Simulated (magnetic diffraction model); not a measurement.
# Which magnetic order? ZnCr₂Te₄

Space group Cm (no. 8), a = 12.3390 Å, b = 3.6690 Å, c = 6.3390 Å, β = 119.93°.

| site | atom | x | y | z |
| --- | --- | --- | --- | --- |
| 2a | Te | 0.8681 | 1/2 | 0.0446 |
| 2a | Te | 0.6415 | 0 | 0.9715 |
| 2a | Te | 0.6150 | 1/2 | 0.4468 |
| 2a | Te | 0.8776 | 0 | 0.5360 |
| 2a | Zn | 0.7399 | 0 | 0.7148 |
| 2a | Cr | 0.7589 | 1/2 | 0.2773 |
| 2a | Cr | 0.9985 | 0 | 0.0064 |

This is a made-up structure (elements placed in a structure type, unrelaxed), so the numbers test the method and describe no known phase.

Only Cr is taken to order (form factors of Cr2+); orders and moment sizes are assumed, and not adapted to the symmetry. Radiation: neutrons of λ = 2.36 Å, 3° to 50°; isotropic B of 0.43 Å² (Te), 0.53 Å² (Zn) and 0.6 Å² (Cr). Simulated constant-wavelength pattern: nuclear and magnetic terms add, the magnetic one as |2.695 fm × Σ f S⊥ exp(2πi Q·r) exp(−B s²)|², summed over all Q at one angle with the factor 1/(sin²θ cos θ). For collinear order S is the moment m, which repeats by lattice and centring translations R with the sign exp(−2πi k·R). Free-ion form factors, Sears's scattering lengths of 1992, no absorption; a label names one of the reflections at its angle. The strongest nuclear line in the range is 100, and lines under 0.2 are left out.

Above the ordering temperature:

```tsv
2θ (°)	index	I
24.81	(0 0 1)	10.5
25.19	(2 0 -1)	27.6
25.50	(2 0 0)	100.0
39.76	(1 1 0)	47.2
43.63	(1 1 -1)	3.7
43.72	(2 0 -2)	0.5
44.30	(2 0 1)	15.6
44.98	(4 0 -1)	25.7
```

Below it (cell unchanged):

```tsv
2θ (°)	I
12.67	202.6
21.46	0.3
24.81	10.5
25.19	27.6
25.50	100.0
33.27	121.4
33.85	14.1
38.66	11.4
39.76	47.2
43.63	3.7
43.72	0.5
44.30	15.6
44.98	25.7
45.48	32.5
45.50	61.3
45.73	40.8
45.92	80.6
45.93	13.1
```

**Question.** Find the propagation vector, then choose among these models:
A. collinear moments along [010], 2.15 μB on Cr; signs + at (0.7589, 1/2, 0.2773), + at (0.9985, 0, 0.0064)
B. collinear moments along [110], 2.15 μB on Cr; signs + at (0.7589, 1/2, 0.2773), + at (0.9985, 0, 0.0064)
C. collinear moments along [010], 2.15 μB on Cr; signs + at (0.7589, 1/2, 0.2773), − at (0.9985, 0, 0.0064)
D. collinear moments along [110], 2.15 μB on Cr; signs + at (0.7589, 1/2, 0.2773), − at (0.9985, 0, 0.0064)

The new lines index as (1 0 0) at 12.67°, (1 0 -1) at 21.46°, (1 0 1) at 33.27° and (3 0 -1) at 33.85°, that is as H ± k with k = (1 0 0). The indices are whole but break the lattice centring, so the moments reverse under a centring translation, those with k·t a half-integer.

Magnetic intensity, observed (below minus above) and for each model:

| 2θ (°) | index | observed | A | B | C | D |
| --- | --- | --- | --- | --- | --- | --- |
| 12.67 | (1 0 0) | 202.6 | 653.6 | 202.6 | 573.5 | 177.8 |
| 21.46 | (1 0 -1) | 0.3 | 0.4 | 0.3 | 391.7 | 296.7 |
| 33.27 | (1 0 1) | 121.4 | 135.3 | 121.4 | 1.3 | 1.2 |
| 33.85 | (3 0 -1) | 14.1 | 130.4 | 14.1 | <0.2 | <0.2 |
| 37.52 | (0 1 0) | <0.2 | <0.2 | <0.2 | <0.2 | 91.3 |
| 38.66 | (3 0 0) | 11.4 | 36.8 | 11.4 | 54.7 | 16.9 |
| 45.50 | (0 1 1) | 61.3 | 20.0 | 61.3 | 15.4 | 47.1 |
| 45.92 | (2 1 0) | 80.6 | 35.6 | 80.6 | <0.2 | 0.3 |

Model B matches.

The absence at (0 1 0) is telling: the sublattices cancel there.

The structure used: k = (1 0 0), collinear moments along [110], 2.15 μB on Cr; signs + at (0.7589, 1/2, 0.2773), + at (0.9985, 0, 0.0064).

[Logs are printed without paths, hosts, clocks, repeated set-up lines and the standing remarks that a program may print on its own settings, such as how far it seeks lower states.]
